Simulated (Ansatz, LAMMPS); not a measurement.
## A frame of liquid 68SiO2-16Al2O3-8K2O-8MgO (mol %) from 2500 K, run at 600 K (81 atoms) in motion

Wanted: a short trajectory of a frame of liquid 68SiO2-16Al2O3-8K2O-8MgO (mol %) from 2500 K, run at 600 K (81 atoms) with its pair distributions.

Calculated with Ansatz 0.2.0; Kohn-Sham DFT, PBE, PAW (set soft_2), plane waves.

## (1) The starting structure

The cell holds 81 atoms: 17 Si, 8 Al, 4 K, 2 Mg and 50 O. Cell: a = 10.459 Å, b = 10.459 Å, c = 10.459 Å, α = 90.0°, β = 90.0°, γ = 90.0°. 81 atoms (17 Si, 8 Al, 4 K, 2 Mg, 50 O) placed at random at 2.46 g/cm³, melted at 4000 K for 10 ps at fixed volume with the Morse and Coulomb pair potential with partial charges (Pedone, Malavasi, Menziani, Cormack and Segre, J. Phys. Chem. B 110, 11780 (2006)). Snapshot at the end of a hold of 10 ps at 2500 K and fixed volume.

What the set-up can't give: The network of bonds at the start is that of the classical potential that made the cell, and needn't be the one that DFT or experiment would give. The cell was made at 2500 K but the dynamics is set to 600 K: the trajectory isn't one at 2500 K. The Brillouin zone is sampled at Γ only, in a cell whose shortest periodic width is 10 Å.

## (2) Dynamics started at 600 K

Without a thermostat the total energy must stay constant, which tests forces and time step. The time step is 1.0 fs.

input.yaml reads:

```yaml
crystal:
  lattice:
    - [10.4587, 0.0, 0.0]
    - [0.0, 10.4587, 0.0]
    - [0.0, 0.0, 10.4587]
  atoms:
    - { symbol: Si, position: [0.53615, 0.21093, 0.90943] }
    - { symbol: Si, position: [0.14998, 0.69054, 0.41949] }
    - { symbol: Si, position: [0.58086, 0.90827, 0.97442] }
    - { symbol: Si, position: [0.44661, 0.6721, 0.51467] }
    [... 71 atom lines left out ...]
    - { symbol: O, position: [0.32013, 0.87324, 0.77335] }
    - { symbol: O, position: [0.08302, 0.92421, 0.77368] }
    - { symbol: O, position: [0.66971, 0.16933, 0.5793] }
    - { symbol: O, position: [0.40698, 0.64183, 0.19174] }
    - { symbol: O, position: [0.94153, 0.28232, 0.97264] }
    - { symbol: O, position: [0.05788, 0.31355, 0.57684] }
kpoints:
  mp_grid: { grid: [1, 1, 1] }
hamiltonian:
  xc: pbe
scf:
  occupations: { method: fixed }
output:
  forces: true
  stress: true
md:
  timestep: 1.0
  n_steps: 200
  ensemble: nve
  temperature: 600
  initial_velocities: maxwell_boltzmann
  seed: 343
```

Run with:

```
> ansatz run input.yaml --threads 4 --pin off --max-ram 8192MiB --backend cpu --events-out ev --progress --plain --runs-dir out
```

The job ended after 16 min (4 threads of Arm Neoverse V2, shared host; peak memory 1.3 GiB; 62 min of CPU time).

The program notes that the SCF threshold is loose for the stress and it switched symmetry off.

The trajectory, sampled:

```
time (fs)  T (K)  potential (meV/atom)  conserved (meV/atom)
      0.0    600                   0.0                  0.00
     13.0   1818                -156.3                 -0.74
     27.0   1815                -155.8                 -0.74
     40.0   1885                -164.7                 -0.64
     53.0   2031                -183.4                 -0.66
     67.0   1813                -155.4                 -0.60
     80.0   1788                -152.3                 -0.67
     93.0   1741                -146.4                 -0.73
    107.0   1983                -177.3                 -0.72
    120.0   1960                -174.3                 -0.65
    133.0   1871                -162.9                 -0.70
    147.0   1832                -157.8                 -0.55
    160.0   1832                -157.7                 -0.46
    173.0   1842                -159.1                 -0.60
    187.0   1993                -178.6                 -0.73
    200.0   2237                -209.8                 -0.78
```

Mean square displacement from the first frame to the last: Si 0.18 Å², Al 0.31 Å², K 2.0 Å², Mg 0.55 Å², O 0.40 Å².

Mean square displacement against time lag:

```
time lag (fs)  Al (Å²)   K (Å²)  Mg (Å²)   O (Å²)  Si (Å²)
          1.0   1.7e-4   1.1e-4   1.2e-4   2.9e-4   1.8e-4
          5.0  0.00417  0.00288  0.00297  0.00707  0.00426
          9.0   0.0129  0.00937  0.00927   0.0217   0.0129
         13.0   0.0254   0.0196   0.0183   0.0415   0.0241
         17.0   0.0401   0.0335   0.0293   0.0639   0.0360
         21.0   0.0557   0.0511   0.0413   0.0866   0.0470
         25.0   0.0712   0.0722   0.0538    0.109   0.0563
         29.0   0.0859   0.0968   0.0662    0.131   0.0640
         34.0    0.102    0.132   0.0812    0.158   0.0725
         38.0    0.114    0.164   0.0926    0.181   0.0790
         42.0    0.124    0.199    0.103    0.204   0.0855
         46.0    0.132    0.236    0.114    0.226   0.0920
         50.0    0.140    0.276    0.123    0.246   0.0981
         54.0    0.146    0.319    0.132    0.264    0.104
         58.0    0.151    0.363    0.141    0.279    0.108
         62.0    0.156    0.410    0.148    0.292    0.113
         67.0    0.162    0.470    0.157    0.305    0.117
         71.0    0.166    0.519    0.163    0.315    0.121
         75.0    0.170    0.570    0.168    0.324    0.125
         79.0    0.175    0.622    0.172    0.333    0.128
         83.0    0.181    0.674    0.175    0.340    0.131
         87.0    0.188    0.726    0.176    0.346    0.133
         91.0    0.196    0.779    0.177    0.350    0.134
         95.0    0.205    0.832    0.175    0.353    0.136
        100.0    0.217    0.898    0.173    0.356    0.138
```

Over the second half of 200 fs the temperature averages 1947 K with swings of 121 K r.m.s. The conserved energy stays within 1.16 meV/atom. From first frame to last K has the largest mean square displacement, 2.0 Å² at the end; the farthest move is 2.26 Å. The mean temperature of 1947 K lies well off the 600 K of the input: without a thermostat, the energy that the start releases heats the cell. The run spans 0.20 ps, too short for its means to be equilibrium values.

## (3) Distances and neighbours late in the run

The g(r) is a mean over the second half.

Density 2.46 g/cm³, 14.12 Å³ an atom.

Mean of 14 frames. Pair distribution functions g(r), in bins of 0.2 Å:

```
r (Å)  total   O-O  O-Si  O-Al   O-K  O-Mg  Si-Si
 1.40   0.11  0.00  0.41  0.00  0.00  0.00   0.00
 1.60   2.36  0.00  8.22  1.93  0.00  0.00   0.00
 1.80   1.83  0.00  4.08  5.86  0.00  2.09   0.00
 2.00   0.53  0.01  0.37  2.42  0.00  4.64   0.00
 2.20   0.18  0.09  0.08  0.69  0.13  1.02   0.00
 2.40   0.43  0.82  0.00  0.20  0.92  0.72   0.00
 2.60   1.11  2.47  0.03  0.29  1.17  0.64   0.00
 2.80   1.30  2.59  0.15  0.37  1.75  1.00   0.67
 3.00   1.02  1.49  0.20  0.36  1.63  0.58   2.29
 3.20   0.94  0.95  0.42  0.41  0.91  0.48   2.75
 3.40   0.95  0.70  0.81  0.81  1.12  0.70   1.37
 3.60   0.85  0.69  1.01  0.96  0.70  0.92   0.18
 3.80   1.00  0.64  1.52  1.31  0.76  1.06   0.33
 4.00   1.15  0.67  1.89  1.47  1.11  1.46   0.45
 4.20   1.15  0.78  1.65  1.62  1.04  1.38   0.80
 4.40   1.06  0.82  1.27  1.31  1.08  1.71   1.45
 4.60   1.08  1.03  1.10  1.24  1.27  1.08   1.30
 4.80   1.00  1.05  0.81  1.08  1.00  0.99   1.47
 5.00   0.98  1.21  0.67  0.74  1.25  0.78   1.07
```

## (4) Single point at the last frame

The last frame is solved again with fuller output, to read the electronic structure of a thermally displaced geometry.

input.yaml reads:

```yaml
crystal:
  lattice:
    - [10.4587, 0.0, 0.0]
    - [0.0, 10.4587, 0.0]
    - [0.0, 0.0, 10.4587]
  atoms:
    - { symbol: Si, position: [0.55697, 0.21047, 0.88121] }
    - { symbol: Si, position: [0.11381, 0.67164, 0.38795] }
    - { symbol: Si, position: [0.5611, 0.92103, 0.97221] }
    - { symbol: Si, position: [0.42617, 0.65364, 0.51404] }
    [... 71 atom lines left out ...]
    - { symbol: O, position: [0.33945, 0.91222, 0.75684] }
    - { symbol: O, position: [0.07162, 0.90968, 0.77729] }
    - { symbol: O, position: [0.70953, 0.17609, 0.54128] }
    - { symbol: O, position: [0.35148, 0.64665, 0.22911] }
    - { symbol: O, position: [0.93592, 0.29382, 0.97049] }
    - { symbol: O, position: [0.11463, 0.37691, 0.59816] }
kpoints:
  mp_grid: { grid: [1, 1, 1] }
hamiltonian:
  xc: pbe
scf:
  occupations: { method: fixed }
output:
  forces: true
  stress: true
  populations: true
  dos:
    method: { smearing: { sigma: 0.1 } }
    de: 0.1
    projected: { site_lists: { Al: [Al], K: [K], Mg: [Mg], O: [O], Si: [Si] } }
  eigenvalues: true
  write_density: true
  write_potential: true
  volumetric_format: npy
  elf: true
```

Elapsed: 15 s, on 4 threads; peak memory 1.3 GiB; 53 s of CPU time.

Numbers from this run:

| Item | Value |
| --- | --- |
| free energy | -53553.4488 eV |
| free energy per atom | -661.1537 eV/atom |
| SCF cycles | 9 |
| pressure | -2.264 GPa |
| r.m.s. force component | 1.842 eV/Å |
| longest force | 8.292 eV/Å |
| Fermi energy | 3.598 eV |
| gap (highest filled to lowest empty level) | 2.731 eV |
| spilling of the projection | 0.01114 |

Length of the force by element:

```
element  coordination  atoms  mean length of the force (eV/Å)  spread  least   most
     Al           all      8                             3.39    1.13   2.45   5.93
      K           all      4                            0.589  0.0591  0.515  0.667
     Mg           all      2                             1.37  0.0815   1.29   1.45
      O           all     50                             2.72    1.47  0.579   7.96
     Si           all     17                             3.30    1.76   1.41   8.29
```

Löwdin charges by element (they lack the spilled electrons, 0.062 e an atom on average):

```
element  coordination  atoms  mean charge (e)  spread  least    most
     Al           all      8             1.33  0.0501   1.25    1.39
      K           all      4            0.889  0.0095  0.877   0.902
     Mg           all      2             1.66   0.003   1.65    1.66
      O           all     50           -0.822  0.0713  -1.15  -0.745
     Si           all     17             1.68  0.0382   1.58    1.74
```

Density of states as counts of states in windows of 1 eV (from the Fermi level), total and the larger projections:

```
from (eV)  to (eV)  total   O p  Si p   O s   K p
      -18      -17   27.9   0.3   3.1  22.2   0.0
      -17      -16   10.5   0.1   0.9   8.6   0.0
      -16      -15    3.8   0.0   0.2   3.2   0.0
      -15      -13    0.0   0.0   0.0   0.0   0.0
      -13      -12   18.0   0.1   0.0   0.1  17.7
      -12      -11    6.0   0.1   0.0   0.0   5.9
      -11      -10    1.8   1.2   0.1   0.1   0.0
      -10       -9    4.4   2.9   0.2   0.2   0.0
       -9       -8   11.3   7.5   0.7   0.6   0.0
       -8       -7   11.7   8.3   1.2   0.5   0.0
       -7       -6   20.7  15.4   2.6   0.5   0.0
       -6       -5   28.7  21.9   3.7   0.7   0.0
       -5       -4   38.3  30.9   3.4   1.3   0.0
       -4       -3   49.4  43.3   2.1   1.2   0.1
       -3       -2   55.2  50.9   1.3   0.8   0.1
       -2       -1   52.6  49.8   0.7   0.5   0.0
       -1        0   25.1  23.9   0.3   0.2   0.0
        0        1    0.9   0.8   0.0   0.0   0.0
        1        2    0.0   0.0   0.0   0.0   0.0
        2        3    2.0   0.1   0.1   0.5   0.0
        3        4    0.5   0.1   0.0   0.1   0.0
        4        5   11.1   1.9   1.5   1.5   0.0
```

With fixed occupations the program's Fermi level is the highest filled level; weight inside the gap is the broadening of levels at its edges.

Between -26 and -18 eV lie 58 more states.

The stored curve holds about 424 of the 448 electrons; the rest, give or take the few that broadening carries across the Fermi level, lie in deeper levels below its range.

The levels nearest the highest filled one (over half full), pooled over k-points and spins:

```
level less the highest filled one (eV)  occupation
                                -0.390           2
                                -0.343           2
                                -0.233           2
                                -0.190           2
                                -0.140           2
                                     0           2
                                  2.73           0
                                  4.08           0
                                  4.13           0
                                  4.42           0
                                  4.71           0
                                  4.85           0
```

Mean Löwdin charges: Al +1.33, K +0.89, Mg +1.66, O -0.82, Si +1.68 e (they miss 1.1 % of the electrons, so they add up to more than the cell's charge).

1 further run on a deliberately doubtful input is not shown.

## (5) Results

* mean temperature, second half: 1947 K
* temperature swing, second half: 120.6 K
* mean pressure, second half: -0.5076 GPa
* slope of the conserved energy against time, by least squares: 0.0622 meV/atom/ps
* free energy per atom: -661.1537 eV/atom
* pressure: -2.264 GPa
* r.m.s. force component: 1.842 eV/Å
* gap (highest filled to lowest empty level): 2.731 eV
* wall time of the 3 DFT runs, those left out included: 18 min

Over the second half of 200 fs the temperature averages 1947 K with swings of 121 K r.m.s. The conserved energy stays within 1.16 meV/atom. The mean temperature of 1947 K lies well off the 600 K of the input: without a thermostat, the energy that the start releases heats the cell. The run spans 0.20 ps, too short for its means to be equilibrium values. Between filled and empty levels lie 2.73 eV (at Γ alone); a semilocal functional tends to put such gaps too low. In a disordered cell it changes from sample to sample and from frame to frame.

What to keep in mind: The pressure of -2.3 GPa is that of one thermal frame at a volume set beforehand, without the kinetic term.

[Logs are printed without paths, hosts, clocks, repeated set-up lines and the standing remarks that a program may print on its own settings, such as how far it seeks lower states.]

[Hosts, paths, dates, database ids (printed as entryN), source tags and the programs' standing remarks are cut or masked in the printed files.]
